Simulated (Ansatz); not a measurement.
# N on Ta(110): change of the work function, part 2 of 3

Aim: the work function of Ta(110) at several coverages of N (hollow site), and the dipole that each adsorbate carries.

Ansatz 0.2.0; plane-wave DFT, PBE, Ansatz PAW.

So far, work function, upper face (eV): step 2 (the clean slab) 4.77.

### 3. Adsorbate added, k-mesh 6×6×1, coverage 0.25 ML

System of this step: Ta16N (N/Ta(110)). The cell holds 17 atoms: 16 Ta and 1 N. Cell: a = 5.733 Å, b = 5.733 Å, c = 26.838 Å, α = 90.0°, β = 90.0°, γ = 70.5°. Vacuum lies along c.

The clean slab as it ended is repeated in the plane and the adsorbate is set on one face; the cell's size fixes the coverage, and the k-mesh shrinks with it to keep the sampling density about even. Adsorbate and upper layers relax, since the dipole depends on the height.

The input, input.yaml:

```yaml
crystal:
  lattice:
    - [4.6810468914, -3.31, 0.0]
    - [4.6810468914, 3.31, 0.0]
    - [0.0, 0.0, 26.8377284103]
  atoms:
    - { symbol: Ta, position: [0.0, 0.0, 0.3353487994] }
    - { symbol: Ta, position: [0.25, 0.25, 0.4225589913] }
    - { symbol: Ta, position: [0.0, 0.0, 0.5098585475] }
    - { symbol: Ta, position: [0.25, 0.25, 0.5936716007] }
    - { symbol: Ta, position: [0.0, 0.5, 0.3353487994] }
    - { symbol: Ta, position: [0.25, 0.75, 0.4225589913] }
    - { symbol: Ta, position: [0.0, 0.5, 0.5098585475] }
    - { symbol: Ta, position: [0.25, 0.75, 0.5936716007] }
    - { symbol: Ta, position: [0.5, 0.0, 0.3353487994] }
    - { symbol: Ta, position: [0.75, 0.25, 0.4225589913] }
    - { symbol: Ta, position: [0.5, 0.0, 0.5098585475] }
    - { symbol: Ta, position: [0.75, 0.25, 0.5936716007] }
    - { symbol: Ta, position: [0.5, 0.5, 0.3353487994] }
    - { symbol: Ta, position: [0.75, 0.75, 0.4225589913] }
    - { symbol: Ta, position: [0.5, 0.5, 0.5098585475] }
    - { symbol: Ta, position: [0.75, 0.75, 0.5936716007] }
    - { symbol: "N", position: [0.42, 0.42, 0.6646512006] }
kpoints:
  mp_grid: { grid: [6, 6, 1] }
hamiltonian:
  xc: pbe
scf:
  occupations: { method: fermi_dirac, width: 0.1 }
  convergence: { dr2_threshold: 1.0e-08 }
efield:
  axis: 3
  dipole_correction: true
  ramp_position: 0.97
  ramp_width: 0.06
relax:
  f_tol: 0.02
  max_steps: 60
  constraints: [{ sites: [0, 1, 4, 5, 8, 9, 12, 13] }]
output:
  dos: { projected: true, e_range: [-8, 4] }
  write_potential: true
  write_density: true
  volumetric_format: npy
  elf: true
```

Command:

```
> ansatz run input.yaml --threads 4 --pin off --max-ram 6144MiB --backend cpu --events-out ev --progress --plain --runs-dir out
```

Numbers of over 12 decimals in the logs are rounded to 6 here.

Output:

```text
[...]
Crystal: 17 atoms, lattice volume = 831.662 Å³
Basis set: ecut = 420 eV, 16265 PW (Γ), exchange–correlation on 80×80×360 points (8 copies of the dense FFT grid, shifted against one another)
Bands: 128, of which v1, the nominal top of the filled ones, is band 107 counted from 1 (106 counted from 0)
Symmetry: 2 space group operations
[...]
k-points: 13 of 36 (time reversal used)
[...]
SCF iter   1: F=—  HF=-159290.032659 eV  |F-HF|=—  |Δ(HF+E_count)|=         —  Δρ=7.88e-3  dr2=8.03e0  ethr=1.77e-3  p=-0.226 e·Å  D=-4.92e-2 V/Å  ΔV_dip=1.32 eV  dr2_dipole=1.10e-2  V_vac-E_F(+/−)=6.34/5.02 eV  ⟨swp⟩=10.0  Hψ=8455  notcnv=0
[...]
SCF iter   9: F=-159289.765511 eV  HF=-159289.765510 eV  |F-HF|=3.75e-8  |Δ(HF+E_count)|=   1.13e-7  Δρ=7.76e-7  dr2=7.63e-9  ethr=4.69e-12  p=-0.223 e·Å  D=-4.84e-2 V/Å  ΔV_dip=1.30 eV  dr2_dipole=6.25e-11  V_vac-E_F(+/−)=6.09/4.79 eV  ⟨swp⟩=13.9  Hψ=13741  notcnv=0
SCF 1 converged in 9 iterations: F = -159289.765511 eV  dr2 = 7.63e-9
[...]
relax step   1: F+E_penalty+E_count = -159289.76551054 eV  Δ(F+E_penalty+E_count) = +0.000e0 eV  max|allowed force component| = 5.443e0 eV/Å  Δτ_max = 0.0000 Å  (9 SCF iters, accepted)
[...]
SCF iter   9: F=-159291.377632 eV  HF=-159291.377632 eV  |F-HF|=3.20e-8  |Δ(HF+E_count)|=   5.32e-8  Δρ=6.23e-7  dr2=8.00e-9  ethr=4.69e-12  p=-0.156 e·Å  D=-3.39e-2 V/Å  ΔV_dip=0.91 eV  dr2_dipole=8.88e-10  V_vac-E_F(+/−)=5.69/4.78 eV  ⟨swp⟩=14.3  Hψ=13964  notcnv=0
SCF 2 converged in 9 iterations: F = -159291.377632 eV  dr2 = 8.00e-9
[...]
relax step   2: F+E_penalty+E_count = -159291.37763182 eV  Δ(F+E_penalty+E_count) = -1.612e0 eV  max|allowed force component| = 5.328e0 eV/Å  Δτ_max = 0.1950 Å  (9 SCF iters, accepted)
[...]
SCF iter  10: F=-159292.616821 eV  HF=-159292.616821 eV  |F-HF|=3.73e-9  |Δ(HF+E_count)|=   1.98e-8  Δρ=2.50e-7  dr2=1.16e-9  ethr=4.69e-12  p=-0.077 e·Å  D=-1.67e-2 V/Å  ΔV_dip=0.45 eV  dr2_dipole=5.42e-11  V_vac-E_F(+/−)=5.23/4.78 eV  ⟨swp⟩=10.0  Hψ=11254  notcnv=0
SCF 3 converged in 10 iterations: F = -159292.616821 eV  dr2 = 1.16e-9
relax step   3: F+E_penalty+E_count = -159292.61682114 eV  Δ(F+E_penalty+E_count) = -1.239e0 eV  max|allowed force component| = 3.603e0 eV/Å  Δτ_max = 0.1945 Å  (10 SCF iters, accepted)
[...]
relax step   4: F+E_penalty+E_count = -159293.24671338 eV  Δ(F+E_penalty+E_count) = -6.299e-1 eV  max|allowed force component| = 1.116e0 eV/Å  Δτ_max = 0.1949 Å  (9 SCF iters, accepted)
[...]
relax step   5: F+E_penalty+E_count = -159293.42320116 eV  Δ(F+E_penalty+E_count) = -1.765e-1 eV  max|allowed force component| = 2.375e-1 eV/Å  Δτ_max = 0.1946 Å  (9 SCF iters, accepted)
[...]
relax step   6: F+E_penalty+E_count = -159293.42894192 eV  Δ(F+E_penalty+E_count) = -5.741e-3 eV  max|allowed force component| = 1.882e-1 eV/Å  Δτ_max = 0.1292 Å  (9 SCF iters, accepted)
[...]
relax step   7: F+E_penalty+E_count = -159293.43765468 eV  Δ(F+E_penalty+E_count) = -8.713e-3 eV  max|allowed force component| = 5.192e-2 eV/Å  Δτ_max = 0.0603 Å  (9 SCF iters, accepted)
SCF iter   1: F=—  HF=-159293.439196 eV  |F-HF|=—  |Δ(HF+E_count)|=         —  Δρ=4.11e-4  dr2=2.66e-3  ethr=5.64e-6  p=0.006 e·Å  D=1.29e-3 V/Å  ΔV_dip=-0.03 eV  dr2_dipole=1.05e-4  V_vac-E_F(+/−)=4.75/4.78 eV  ⟨swp⟩=2.8  Hψ=2817  notcnv=0
[...]
SCF iter   7: F=-159293.438489 eV  HF=-159293.438489 eV  |F-HF|=1.03e-8  |Δ(HF+E_count)|=   2.11e-8  Δρ=3.18e-7  dr2=1.57e-9  ethr=4.69e-12  p=0.006 e·Å  D=1.28e-3 V/Å  ΔV_dip=-0.03 eV  dr2_dipole=7.28e-11  V_vac-E_F(+/−)=4.75/4.78 eV  ⟨swp⟩=12.8  Hψ=13637  notcnv=0
SCF 8 converged in 7 iterations: F = -159293.438489 eV  dr2 = 1.57e-9
relax step   8: F+E_penalty+E_count = -159293.43848944 eV  Δ(F+E_penalty+E_count) = -8.348e-4 eV  max|allowed force component| = 1.407e-2 eV/Å  Δτ_max = 0.0132 Å  (7 SCF iters, accepted)
NSCF: frozen V_eff on 13 k-points
[...]
SCF converged after 7 iterations
Free energy (F): -159293.438489 eV
[...]
Internal energy: -159292.748591 eV  (E = F + TS)
E sigma→0 (E₀):  -159293.093540 eV
Entropy (-TS):   -0.689899 eV (-40.582 meV/atom)
Fermi energy:    3.631987 eV
Dipole field:    D = 0.001289 V/Å  (p = 0.005927 e·Å, saw-weighted, corrected)
Work function:   Φ+ = 4.7462 eV   Φ− = 4.7808 eV
[...]
--- Forces (eV/Å), atoms counted from 1 ---
  atom   1  Ta     0.04544441    -0.00000000     0.38981517
  atom   2  Ta    -0.11339784     0.00000000    -0.30822758
  atom   3  Ta     0.00200462     0.00000000     0.00113166
  atom   4  Ta     0.00655366    -0.00000000     0.00272098
  atom   5  Ta     0.00081144     0.05580685     0.40151578
  atom   6  Ta     0.02630428     0.03039364    -0.43995451
  atom   7  Ta    -0.00133637    -0.00714520    -0.00014739
  atom   8  Ta    -0.00213707    -0.00393766     0.01406501
  atom   9  Ta     0.00081144    -0.05580685     0.40151578
  atom  10  Ta     0.02630428    -0.03039364    -0.43995451
  atom  11  Ta    -0.00133637     0.00714520    -0.00014739
  atom  12  Ta    -0.00213707     0.00393766     0.01406501
  atom  13  Ta    -0.02984685     0.00000000     0.46277157
  atom  14  Ta     0.04788683    -0.00000000    -0.46665440
  atom  15  Ta    -0.00014322    -0.00000000    -0.01309257
  atom  16  Ta    -0.01030574     0.00000000    -0.00683036
  atom  17  N      0.00452721    -0.00000000    -0.01259065
  max |Σ_I F_I| component: 7.60e-6 eV/Å
--- Band table (eV; the first three rows and the last of 13) ---
  k-point 0: bands = [... 103 lower, 3.7328, 3.8908, 4.0294, 4.1126, 4.2541, 4.6085, 4.7295, 4.8409, ... 17 higher]
  k-point 1: bands = [... 103 lower, 3.5818, 3.7511, 3.8149, 3.9557, 4.1244, 4.3540, 4.3889, 4.4353, ... 17 higher]
  k-point 2: bands = [... 103 lower, 3.3177, 3.4115, 3.4817, 3.5461, 3.5901, 3.6078, 3.7861, 3.8492, ... 17 higher]
  k-point 12: bands = [... 103 lower, 3.4892, 3.7637, 3.7795, 3.7973, 3.8363, 3.9382, 3.9666, 4.0560, ... 17 higher]
--- Relaxed structure (8 steps of the walk, 8 accepted, 0 SCFs on fresh bases) ---
  F+E_penalty+E_count = -159293.43848944 eV   max|allowed force component| = 1.407e-2 eV/Å
  atoms:
    - { symbol: Ta, position: [0.0, 0.0, 0.3353487994] }
    - { symbol: Ta, position: [0.25, 0.25, 0.4225589913] }
    - { symbol: Ta, position: [-0.00249468, -0.00249468, 0.510665] }
    - { symbol: Ta, position: [0.228572, 0.228572, 0.599006] }
    - { symbol: Ta, position: [-5.551115123125783e-17, 0.5, 0.3353487994] }
    - { symbol: Ta, position: [0.25, 0.75, 0.4225589913] }
    - { symbol: Ta, position: [-0.00125903, 0.495934, 0.510413] }
    - { symbol: Ta, position: [0.248988, 0.728582, 0.596999] }
    - { symbol: Ta, position: [0.5, -5.551115123125783e-17, 0.3353487994] }
    - { symbol: Ta, position: [0.75, 0.25, 0.4225589913] }
    - { symbol: Ta, position: [0.495934, -0.00125903, 0.510413] }
    - { symbol: Ta, position: [0.728582, 0.248988, 0.596999] }
    - { symbol: Ta, position: [0.5, 0.5, 0.3353487994] }
    - { symbol: Ta, position: [0.75, 0.75, 0.4225589913] }
    - { symbol: Ta, position: [0.498176, 0.498176, 0.508192] }
    - { symbol: Ta, position: [0.745468, 0.745468, 0.591543] }
    - { symbol: N, position: [0.415066, 0.415066, 0.635080] }
```

It took 3 min on 4 threads of INTEL XEON PLATINUM 8581C at 2.10GHz (Emerald Rapids), shared host; peak memory 3 GiB; 11 min of CPU time.

This run has no spin polarisation although its electron count is odd.

The steps of the relaxation:

| step | energy less that of the first step (eV) | largest force component (eV/Å) |
| --- | --- | --- |
| 1 | 0.0000 | 5.4430 |
| 2 | -1.6121 | 5.3277 |
| 3 | -2.8513 | 3.6033 |
| 4 | -3.4812 | 1.1159 |
| 5 | -3.6577 | 0.2375 |
| 6 | -3.6634 | 0.1882 |
| 7 | -3.6721 | 0.0519 |
| 8 | -3.6730 | 0.0141 |

Forces are held to the 2 operations that the run works with; a distortion that breaks them can't arise in this run.

The atoms that moved most (Å):

```
atom      dx      dy      dz  length
 N17  -0.046   0.000  -0.794   0.795
 Ta4  -0.201   0.000   0.143   0.246
Ta12  -0.105   0.068   0.089   0.153
 Ta8  -0.105  -0.068   0.089   0.153
Ta16  -0.042   0.000  -0.057   0.071
Ta15  -0.017   0.000  -0.045   0.048
 Ta3  -0.023   0.000   0.022   0.032
Ta11  -0.025   0.009   0.015   0.030
```

Final coordinates:

```
Ta N
1.0
     4.68105   -3.31000    0.00000
     4.68105    3.31000    0.00000
     0.00000    0.00000   26.83773
Ta N
16 1
Direct
  0.00000 0.00000 0.33535
  0.25000 0.25000 0.42256
  0.99751 0.99751 0.51066
  0.22857 0.22857 0.59901
  0.00000 0.50000 0.33535
  0.25000 0.75000 0.42256
  0.99874 0.49593 0.51041
  0.24899 0.72858 0.59700
  0.50000 0.00000 0.33535
  0.75000 0.25000 0.42256
  0.49593 0.99874 0.51041
  0.72858 0.24899 0.59700
  0.50000 0.50000 0.33535
  0.75000 0.75000 0.42256
  0.49818 0.49818 0.50819
  0.74547 0.74547 0.59154
  0.41507 0.41507 0.63508
```

This step gave:

| Property | Result |
| --- | --- |
| energy at zero smearing | -159293.0935 eV |
| work function, upper face | 4.746 eV |
| work function, lower face | 4.781 eV |
| dipole along the normal | 0.005927 e·Å |
| step between the vacuum levels | -0.03460 eV |

Running mean over 2.341 Å of the planar mean; the ramp of the sawtooth is left out. Table of electron's electrostatic potential energy less the Fermi level by z:

z (Å), electron's electrostatic potential energy less the Fermi level (eV) and a bar from the least value:
```
        4        4.8 ##############################
        5        4.8 ##############################
        6        4.6 ##############################
        7        3.0 ##########################
        8       -5.2 ###########
        9      -10.1 #
       10      -10.0 #
       11      -10.0 #
       12      -10.0 ##
       13       -9.9 ##
       14      -10.1 #
       15      -10.4 #
       16      -10.8 
       17       -6.1 #########
       18        2.2 #########################
       19        4.6 ##############################
       20        4.7 ##############################
       21        4.7 ##############################
       22        4.7 ##############################
       23        4.7 ##############################
```

The density of states has structure finer than the step of the table below, so its rows give means over 0.5 eV, whole bins alone (the curve runs from -8 to 1.98 eV). Peaks (eV: height): -1.41: 46.6, -1.29: 36.3, -1.17: 42.6, -1.05: 30.8, -0.81: 33.0, -0.60: 31.5, -0.24: 27.4.

Density of states against energy, zero at the Fermi level; means over each step:

energy (eV), density of states (states/eV a cell) and a bar:
```
     -7.5        0.2 
     -7.0        0.9 #
     -6.5        1.1 #
     -6.0        2.3 ##
     -5.5        3.0 ###
     -5.0        5.7 ######
     -4.5        8.4 #########
     -4.0       10.9 ############
     -3.5       10.7 ############
     -3.0       16.1 ##################
     -2.5       12.5 ##############
     -2.0       11.7 #############
     -1.5       21.9 #########################
     -1.0       26.7 ##############################
     -0.5       24.8 ############################
      0.0       21.5 ########################
      0.5       12.3 ##############
      1.0       11.5 #############
      1.5       11.2 ############
```

Projected DOS per atom over height of the atomic layer and energy from the Fermi level. Layers: Ta4 Ta4 Ta4 Ta4 N from below.

Values in states/eV, 22 rows by 5 columns, each cell a mean:
```
1.01 0.48 0.47 0.80 0.19
0.70 0.48 0.48 0.79 0.27
0.76 0.39 0.43 0.77 0.24
1.04 0.62 0.66 0.90 0.27
1.59 1.14 1.06 1.32 0.19
2.11 1.25 1.25 1.32 0.23
1.73 1.44 1.43 1.55 0.26
1.55 1.85 1.70 1.26 0.18
0.60 0.46 0.69 0.79 0.44
0.56 0.61 0.68 0.71 0.36
0.90 1.02 1.06 0.74 0.45
0.74 0.98 0.87 0.48 0.33
0.56 0.84 0.72 0.42 0.59
0.40 0.53 0.53 0.58 1.69
0.28 0.33 0.33 0.68 2.56
0.15 0.16 0.22 0.42 1.16
0.14 0.15 0.14 0.22 0.40
0.13 0.13 0.17 0.16 0.16
0.04 0.09 0.10 0.04 0.03
0.03 0.09 0.08 0.03 0.01
0.02 0.05 0.05 0.01 0.01
0.00 0.00 0.00 0.00 0.00
```
Columns: height of the atomic layer (Å) from 9 to 17.0 (not evenly spaced); rows upwards: energy from the Fermi level (eV) from -7.96 to 1.95.

Electrostatic potential energy in the ca plane at fractional y = 0.000, with atoms of Ta within 0.2 Å of it. With pseudopotentials it is smooth inside the atoms' cores, unlike the true potential.

Values in eV, 8 rows by 16 columns, each cell a mean:
```
-45 -11   4   4 -19 -43  -2   4   6   8   8   8   8   8   8   8
 -5   3   2   3   1  -5   4   1   4   8   8   8   8   8   8   8
-13   0   3   3  -2 -10   3   2   5   8   8   8   8   8   8   8
-54 -15   5   4 -24 -49  -4   4   6   8   8   8   8   8   8   8
-45 -11   4   4 -20 -43  -2   3   5   8   8   8   8   8   8   8
 -5   3   2   3   1  -5   4   0   3   7   8   8   8   8   8   8
-13   0   3   4  -2 -11   3   2   5   8   8   8   8   8   8   8
-54 -15   5   4 -23 -50  -4   5   7   8   8   8   8   8   8   8
```
Columns run along c (16.0 Å, from fractional 0.32 to 0.92 of the cell; values clipped at the 3rd and 97th percentile), rows up along a (5.7 Å). Atoms in or near the plane, at fractional coordinates: Ta at (0.34, 0.00), Ta at (0.51, 0.00), Ta at (0.34, 0.50), Ta at (0.51, 0.50).

Valence density in the ca plane at fractional y = 0.000, with atoms of Ta within 0.2 Å of it. It is the smooth field of the valence electrons, not physical close to the nuclei.

Values in e/Å³, 8 rows by 16 columns, each cell a mean:
```
3.4 0.9 0.2 0.2 1.4 3.2 0.4 0.2 0.1 0.0 0.0 0.0 0.0 0.0 0.0 0.0
0.5 0.3 0.3 0.3 0.3 0.5 0.3 0.3 0.1 0.0 0.0 0.0 0.0 0.0 0.0 0.0
1.0 0.3 0.3 0.3 0.4 0.8 0.3 0.3 0.1 0.0 0.0 0.0 0.0 0.0 0.0 0.0
4.0 1.2 0.2 0.2 1.8 3.6 0.5 0.2 0.1 0.0 0.0 0.0 0.0 0.0 0.0 0.0
3.4 0.9 0.2 0.2 1.5 3.2 0.4 0.2 0.1 0.0 0.0 0.0 0.0 0.0 0.0 0.0
0.5 0.3 0.3 0.3 0.3 0.5 0.3 0.3 0.2 0.0 0.0 0.0 0.0 0.0 0.0 0.0
1.0 0.4 0.3 0.3 0.4 0.9 0.3 0.3 0.2 0.0 0.0 0.0 0.0 0.0 0.0 0.0
3.9 1.2 0.2 0.2 1.8 3.6 0.5 0.2 0.1 0.0 0.0 0.0 0.0 0.0 0.0 0.0
```
Columns run along c (16.0 Å, from fractional 0.32 to 0.92 of the cell), rows up along a (5.7 Å). Atoms in or near the plane, at fractional coordinates: Ta at (0.34, 0.00), Ta at (0.51, 0.00), Ta at (0.34, 0.50), Ta at (0.51, 0.50).

ELF in the ca plane at fractional y = 0.000, with atoms of Ta within 0.2 Å of it. It is the smooth field of the valence electrons, not physical close to the nuclei.

Values, 8 rows by 16 columns, each cell a mean:
```
0.58 0.39 0.43 0.42 0.42 0.56 0.36 0.44 0.50 0.38 0.08 0.01 0.00 0.00 0.00 0.00
0.33 0.40 0.36 0.42 0.36 0.30 0.46 0.35 0.39 0.25 0.04 0.00 0.00 0.00 0.00 0.00
0.40 0.36 0.37 0.41 0.34 0.35 0.42 0.36 0.41 0.19 0.03 0.00 0.00 0.00 0.00 0.00
0.49 0.43 0.46 0.42 0.45 0.51 0.36 0.42 0.43 0.19 0.02 0.00 0.00 0.00 0.00 0.00
0.58 0.39 0.43 0.41 0.42 0.56 0.35 0.39 0.41 0.22 0.03 0.00 0.00 0.00 0.00 0.00
0.33 0.40 0.36 0.42 0.36 0.31 0.46 0.31 0.45 0.29 0.04 0.00 0.00 0.00 0.00 0.00
0.40 0.36 0.37 0.42 0.33 0.35 0.42 0.37 0.54 0.39 0.07 0.01 0.00 0.00 0.00 0.00
0.49 0.43 0.45 0.42 0.45 0.51 0.37 0.56 0.65 0.46 0.10 0.01 0.00 0.00 0.00 0.00
```
Columns run along c (16.0 Å, from fractional 0.32 to 0.92 of the cell), rows up along a (5.7 Å). Atoms in or near the plane, at fractional coordinates: Ta at (0.34, 0.00), Ta at (0.51, 0.00), Ta at (0.34, 0.50), Ta at (0.51, 0.50).

The relaxation took 8 steps and lowered the energy by 3.7 eV; the largest force on the free atoms ends at 0.014 eV/Å.

By hand: a sheet of dipoles makes a step −p/(ε₀A) in the electron's potential. With e/ε₀ = 180.95 V·Å, p = 0.005927 e·Å and A = 30.99 Å², that is −180.95 × (0.005927) / 30.99 = -0.035 eV, and the two vacuum levels of the run differ by -0.035 eV.

The covered face has 4.75 eV, -0.02 eV against the clean one; the bare back face has moved by -0.04 eV, a measure of how thin the slab is.

(Continued in part 3 of 3.)

[Logs are printed without paths, hosts, clocks, repeated set-up lines and the standing remarks that a program may print on its own settings, such as how far it seeks lower states.]

[Hosts, paths, dates, database ids (printed as entryN), source tags and the programs' standing remarks are cut or masked in the printed files.]

[Maps of the electrostatic potential energy from Ansatz leave out the sawtooth potential of an applied field or a dipole correction, so their vacuum need not be flat; planar profiles and work functions include it.]

[The density of states shown here was stored with 400 of the rows of the run's finer table, so its peaks can read low, often by over a quarter, or be missed, and its means over a window can be off by a tenth or more.]
